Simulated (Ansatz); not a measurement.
Consider TcCl2 (1T sheet).

The cell holds 3 atoms: 1 Tc and 2 Cl. Its edges and angles: a = 3.234 Å, b = 3.234 Å, c = 30.112 Å, α = 90.0°, β = 90.0°, γ = 120.0°. Vacuum lies along c.

```
Tc Cl
1.0
    -2.28695    0.00000   -2.28695
     0.00000    2.28695    2.28695
    17.38504   17.38504  -17.38504
Tc Cl
1 2
Direct
  0.00000 0.00000 0.31808
  0.33333 0.66667 0.36893
  0.66667 0.33333 0.26723
```

The structure was relaxed with PBEsol. The structure was generated from a model, not taken from a measurement. The runs that relaxed it are not among those shown. The program's search for lower electronic states was switched off, so nothing shows that the state found is the lowest. PAW set soft_2, made with PBE.

A constrained-RPA run (Ansatz 0.2.0; non-magnetic PBEsol; Tc t2g, bands v3 to v1, 6×6×1 mesh, medium accuracy) builds 3 functions on bands 3.4 eV wide, with 5.0 electrons in the window. The bare on-site interaction is 12.2 eV and the bare J 0.45 eV.

**Question.** What U and J survive the screening?

On the Tc t2g shell, U = 3.31 eV (27 % of the bare value), U′ = 2.65 eV, J = 0.31 eV.

The parent state is non-magnetic and the interaction static (zero frequency); U depends on the window and the orbitals, so it belongs to this model alone.

[Paths, hosts, dates, memory and timing lines, banners, echoed tables and standing remarks are left out of the program output.]

[Logs are printed without paths, hosts, clocks, repeated set-up lines and the standing remarks that a program may print on its own settings, such as how far it seeks lower states.]

[Runs of the session that timed out or met a known fault of the program may be left out.]

[Hosts, paths, dates, database ids (printed as entryN), source tags and the programs' standing remarks are cut or masked in the printed files.]
